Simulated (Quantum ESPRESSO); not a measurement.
**Collinear magnetic orders of Sr3Ru2O7 with Quantum ESPRESSO**

Aim: find out which collinear order of Sr3Ru2O7 costs least.

Program: Quantum ESPRESSO 7.5. Level of theory: LDA; plane waves with GBRV 1.5 LDA potentials, no spin-orbit coupling. Results are calculated unless marked as measured.

### Step 1. The starting structure

Symmetry: I4/mmm, No. 139, tetragonal system. The conventional cell has a = 3.890 Å, b = 3.890 Å, c = 20.552 Å, α = 90.00°, β = 90.00°, γ = 90.00°. Sr has 12 O at 2.75 to 2.77 Å nearest. Nearest to Sr lie 9 O at 2.45 to 2.76 Å. Nearest to Ru lie 6 O at 1.95 to 2.01 Å. Nearest to O lie 2 Ru at 2.00 Å and 4 Sr at 2.75 Å. Nearest to O lie 1 Ru at 2.01 Å and 5 Sr at 2.45 to 2.76 Å. O has 2 Ru at 1.95 Å and 4 Sr at 2.68 to 2.77 Å nearest. Farther neighbours and most contacts between anions are not listed.

The cell comes from the Crystallography Open Database.

### Step 2. Run 1, typed as ferro ++

The signs are those of the starting moments on the seeded atoms, the atoms that are given a moment.

The input, pw.in:

```
&CONTROL
  calculation = 'scf'
  prefix = 'pwscf'
  outdir = './tmp'
  pseudo_dir = './pseudo'
  disk_io = 'nowf'
/
&SYSTEM
  ibrav = 0
  nat = 12
  ntyp = 3
  ecutwfc = 40
  ecutrho = 280
  nbnd = 70
  occupations = 'smearing'
  smearing = 'fd'
  degauss = 0.00367493
  nspin = 2
  starting_magnetization(1) = 0
  starting_magnetization(2) = 0.125
  starting_magnetization(3) = 0
/
&ELECTRONS
  conv_thr = 2.4d-08
  electron_maxstep = 150
  mixing_beta = 0.3
/
ATOMIC_SPECIES
Sr     87.6200 sr_lda_v1.uspp.F.UPF
Ru    101.0700 ru_lda_v1.2.uspp.F.UPF
O      15.9990 o_lda_v1.2.uspp.F.UPF
CELL_PARAMETERS angstrom
  -1.9451500000    1.9451500000   10.2759950000
   1.9451500000   -1.9451500000   10.2759950000
   1.9451500000    1.9451500000  -10.2759950000
ATOMIC_POSITIONS crystal
Sr      0.5000000000    0.5000000000    0.0000000000
Sr      0.3144000000    0.3144000000    0.0000000000
Sr      0.6856000000    0.6856000000    0.0000000000
Ru      0.0972000000    0.0972000000    0.0000000000
Ru      0.9028000000    0.9028000000    0.0000000000
O       0.0000000000    0.0000000000    0.0000000000
O       0.1952000000    0.1952000000    0.0000000000
O       0.8048000000    0.8048000000    0.0000000000
O       0.5961000000    0.0961000000    0.5000000000
O       0.0961000000    0.5961000000    0.5000000000
O       0.4039000000    0.9039000000    0.5000000000
O       0.9039000000    0.4039000000    0.5000000000
K_POINTS automatic
8 8 8 0 0 0
```

Command:

```bash
> OMP_NUM_THREADS=1 mpirun -n 4 pw.x -nk 4 -in pw.in > pw.out
```

What it wrote:

```text
Program PWSCF v.7.5 starts

     Message from routine setup:
     using ibrav=0 with symmetry is DISCOURAGED, use correct ibrav instead

     K-points division:     npool     =       4
     Subspace diagonalization in iterative solution of the eigenvalue problem:

     G-vector sticks info
     --------------------
     sticks:   dense  smooth     PW     G-vecs:    dense   smooth      PW
     Sum        4497    2567    915                83095    35859    7599

     Using Slab Decomposition

     bravais-lattice index     =            0
     lattice parameter (alat)  =      20.1026  a.u.
     unit-cell volume          =    1049.5102 (a.u.)^3
     number of atoms/cell      =           12
     number of atomic types    =            3
     number of electrons       =       104.00
     number of Kohn-Sham states=           70
     kinetic-energy cutoff     =      40.0000  Ry
     charge density cutoff     =     280.0000  Ry
     scf convergence threshold =      2.4E-08
     mixing beta               =       0.3000
     number of iterations used =            8  plain     mixing
     Exchange-correlation= SLA  PZ   NOGX NOGC
                           (   1   1   0   0   0   0   0)

     celldm(1)=  20.102573  celldm(2)=   0.000000  celldm(3)=   0.000000
     celldm(4)=   0.000000  celldm(5)=   0.000000  celldm(6)=   0.000000

     crystal axes: (cart. coord. in units of alat)
               a(1) = (  -0.182852   0.182852   0.965987 )
               a(2) = (   0.182852  -0.182852   0.965987 )
               a(3) = (   0.182852   0.182852  -0.965987 )

     reciprocal axes: (cart. coord. in units 2 pi/alat)
               b(1) = (  0.000000  2.734448  0.517606 )
               b(2) = (  2.734448  0.000000  0.517606 )
               b(3) = (  2.734448  2.734448  0.000000 )

     PseudoPot. # 1 for Sr read from file:
     sr_lda_v1.uspp.F.UPF
     Pseudo is Ultrasoft + core correction, Zval = 10.0
     Generated by new atomic code, or converted to UPF format
     Using radial grid of  883 points,  6 beta functions with:
                l(1) =   0
                l(2) =   0
                l(3) =   1
                l(4) =   1
                l(5) =   2
                l(6) =   2
     Q(r) pseudized with  6 coefficients,  rinner =    1.400   1.400   1.400
                                                       1.400   1.400

     PseudoPot. # 2 for Ru read from file:
     ru_lda_v1.2.uspp.F.UPF
     Pseudo is Ultrasoft + core correction, Zval = 16.0
     Generated by new atomic code, or converted to UPF format
     Using radial grid of  967 points,  6 beta functions with:
                l(1) =   0
                l(2) =   0
                l(3) =   1
                l(4) =   1
                l(5) =   2
                l(6) =   2
     Q(r) pseudized with  8 coefficients,  rinner =    1.300   1.300   1.300
                                                       1.300   1.300

     PseudoPot. # 3 for O  read from file:
     o_lda_v1.2.uspp.F.UPF
     Pseudo is Ultrasoft + core correction, Zval =  6.0
     Generated by new atomic code, or converted to UPF format
     Using radial grid of  737 points,  5 beta functions with:
                l(1) =   0
                l(2) =   0
                l(3) =   1
                l(4) =   1
                l(5) =   2
     Q(r) pseudized with  8 coefficients,  rinner =    0.900   0.900   0.900
                                                       0.900   0.900

     atomic species   valence    mass     pseudopotential
     Sr               10.00    87.62000     Sr( 1.00)
     Ru               16.00   101.07000     Ru( 1.00)
     O                 6.00    15.99900     O ( 1.00)

     Starting magnetic structure
     atomic species   magnetization
     Sr              0.000
     Ru              0.125
     O               0.000

     16 Sym. Ops., with inversion, found

   Cartesian axes

     site n.     atom                  positions (alat units)
         1        Sr     tau(   1) = (   0.0000000   0.0000000   0.9659866  )
         2        Sr     tau(   2) = (   0.0000000   0.0000000   0.6074124  )
         3        Sr     tau(   3) = (  -0.0000000  -0.0000000   1.3245608  )
         4        Ru     tau(   4) = (  -0.0000000  -0.0000000   0.1877878  )
         5        Ru     tau(   5) = (  -0.0000000  -0.0000000   1.7441854  )
         6        O      tau(   6) = (   0.0000000   0.0000000   0.0000000  )
         7        O      tau(   7) = (   0.0000000   0.0000000   0.3771212  )
         8        O      tau(   8) = (   0.0000000   0.0000000   1.5548520  )
         9        O      tau(   9) = (   0.0000000   0.1828523   0.1856626  )
        10        O      tau(  10) = (   0.1828523   0.0000000   0.1856626  )
        11        O      tau(  11) = (   0.1828523  -0.0000000   0.7803240  )
        12        O      tau(  12) = (  -0.0000000   0.1828523   0.7803240  )

     number of k points=    59  Fermi-Dirac smearing, width (Ry)=  0.0037
                       cart. coord. in units 2pi/alat
        k(    1) = (   0.0000000   0.0000000   0.0000000), wk =   0.0019531
        k(    2) = (   0.3418060   0.3418060   0.0000000), wk =   0.0078125
        k(    3) = (   0.6836120   0.6836120   0.0000000), wk =   0.0078125
        k(    4) = (   1.0254180   1.0254180   0.0000000), wk =   0.0078125
        k(    5) = (  -1.3672241  -1.3672241   0.0000000), wk =   0.0039062
        [... 54 further k-points ...]

     Dense  grid:    83095 G-vectors     FFT dimensions: ( 108, 108, 108)

     Smooth grid:    35859 G-vectors     FFT dimensions: (  81,  81,  81)

     Check: negative core charge=   -0.000003
     Generating pointlists ...
     new r_m :   0.0950 (alat units)  1.9096 (a.u.) for type    1
     new r_m :   0.0754 (alat units)  1.5164 (a.u.) for type    2
     new r_m :   0.0754 (alat units)  1.5164 (a.u.) for type    3

     Initial potential from superposition of free atoms

     starting charge     101.9188, renormalised to     104.0000

     negative rho (up, down):  1.744E-01 1.571E-01
     Starting wfcs are   93 randomized atomic wfcs

     Self-consistent Calculation

     iteration #  1     ecut=    40.00 Ry     beta= 0.30
     Davidson diagonalization with overlap
     ethr =  1.00E-02,  avg # of iterations =  2.1

     negative rho (up, down):  1.715E-01 1.612E-01

     total energy              =    -825.58431281 Ry
     estimated scf accuracy    <       4.05806696 Ry

     total magnetization       =     2.87 Bohr mag/cell
     absolute magnetization    =     2.93 Bohr mag/cell

     iteration #  2     ecut=    40.00 Ry     beta= 0.30
     Davidson diagonalization with overlap
     ethr =  3.90E-03,  avg # of iterations =  2.0

     negative rho (up, down):  1.702E-01 1.641E-01

     total energy              =    -826.30673085 Ry
     estimated scf accuracy    <       0.35471665 Ry

     total magnetization       =     3.31 Bohr mag/cell
     absolute magnetization    =     3.38 Bohr mag/cell

     iteration #  3     ecut=    40.00 Ry     beta= 0.30
     Davidson diagonalization with overlap
     ethr =  3.41E-04,  avg # of iterations =  6.9

     negative rho (up, down):  1.695E-01 1.671E-01

     total energy              =    -826.33343887 Ry
     estimated scf accuracy    <       0.10269836 Ry

     total magnetization       =     2.73 Bohr mag/cell
     absolute magnetization    =     2.80 Bohr mag/cell

     [... further iterations left out ...]

     iteration # 18     ecut=    40.00 Ry     beta= 0.30
     Davidson diagonalization with overlap
     ethr =  4.02E-10,  avg # of iterations =  2.4

     negative rho (up, down):  1.702E-01 1.725E-01

     total energy              =    -826.33894503 Ry
     estimated scf accuracy    <       0.00000025 Ry

     total magnetization       =     1.17 Bohr mag/cell
     absolute magnetization    =     1.18 Bohr mag/cell

     iteration # 19     ecut=    40.00 Ry     beta= 0.30
     Davidson diagonalization with overlap
     ethr =  2.38E-10,  avg # of iterations =  3.7

     negative rho (up, down):  1.702E-01 1.725E-01

     total energy              =    -826.33895033 Ry
     estimated scf accuracy    <       0.00000009 Ry

     total magnetization       =     1.13 Bohr mag/cell
     absolute magnetization    =     1.14 Bohr mag/cell

     iteration # 20     ecut=    40.00 Ry     beta= 0.30
     Davidson diagonalization with overlap
     ethr =  8.65E-11,  avg # of iterations =  2.0

     negative rho (up, down):  1.702E-01 1.725E-01

     total energy              =    -826.33894944 Ry
     estimated scf accuracy    <       0.00000005 Ry

     total magnetization       =     1.13 Bohr mag/cell
     absolute magnetization    =     1.14 Bohr mag/cell

     iteration # 21     ecut=    40.00 Ry     beta= 0.30
     Davidson diagonalization with overlap
     ethr =  4.43E-11,  avg # of iterations =  3.7

     negative rho (up, down):  1.702E-01 1.725E-01

     Magnetic moment per site  (integrated on atomic sphere of radius R)
     atom   1 (R=0.095)  charge=  6.9886  magn=  0.0020
     atom   2 (R=0.095)  charge=  7.0078  magn=  0.0014
     atom   3 (R=0.095)  charge=  7.0078  magn=  0.0014
     atom   4 (R=0.075)  charge= 11.1249  magn=  0.2829
     atom   5 (R=0.075)  charge= 11.1249  magn=  0.2829
     atom   6 (R=0.075)  charge=  5.3483  magn=  0.0337
     atom   7 (R=0.075)  charge=  5.2755  magn=  0.0103
     atom   8 (R=0.075)  charge=  5.2755  magn=  0.0103
     atom   9 (R=0.075)  charge=  5.3679  magn=  0.0577
     atom  10 (R=0.075)  charge=  5.3679  magn=  0.0577
     atom  11 (R=0.075)  charge=  5.3679  magn=  0.0577
     atom  12 (R=0.075)  charge=  5.3679  magn=  0.0577

     End of self-consistent calculation

     Number of k-points >= 100: set verbosity='high' to print the bands.

     the Fermi energy is    11.9294 ev

!    total energy              =    -826.33895081 Ry
     estimated scf accuracy    <       0.00000001 Ry
     smearing contrib. (-TS)   =      -0.00554627 Ry
     internal energy E=F+TS    =    -826.33340454 Ry

     The total energy is F=E-TS. E is the sum of the following terms:
     one-electron contribution =    -329.59144605 Ry
     hartree contribution      =     222.76717478 Ry
     xc contribution           =    -156.75240618 Ry
     ewald contribution        =    -562.75672709 Ry

     total magnetization       =     1.11 Bohr mag/cell
     absolute magnetization    =     1.12 Bohr mag/cell

     convergence has been achieved in  21 iterations

=------------------------------------------------------------------------------=
   JOB DONE.
=------------------------------------------------------------------------------=
```

Wall time 21 min (4 MPI ranks of Intel Xeon Platinum 8375C at 2.90GHz (Ice Lake), shared host); peak memory 1.7 GiB.

Spin moment in the atom's sphere by atom:

```
atom  spin moment in the atom's sphere (μB)
 Sr1                                  0.002
 Sr2                                  0.001
 Sr3                                  0.001
 Ru4                                  0.283
 Ru5                                  0.283
  O6                                  0.034
  O7                                  0.010
  O8                                  0.010
  O9                                  0.058
 O10                                  0.058
 O11                                  0.058
 O12                                  0.058
```

This step gave:

```
smearing term TS       : 0.07546 eV
magnetization          : 1.108 μB
absolute magnetization : 1.119 μB
final state            : ferromagnetic
```

(Continued in part 2 of 2.)

[Logs and program files are shortened in this print: banners, set-up blocks, solver, clock and traceback lines can be left out without a mark of their own.]

[Logs are printed without paths, hosts, clocks, repeated set-up lines and the standing remarks that a program may print on its own settings, such as how far it seeks lower states.]

[Hosts, paths, dates, database ids (printed as entryN), source tags and the programs' standing remarks are cut or masked in the printed files.]

[Where a cell is said to come from a database of computed structures, the database is the Materials Project.]
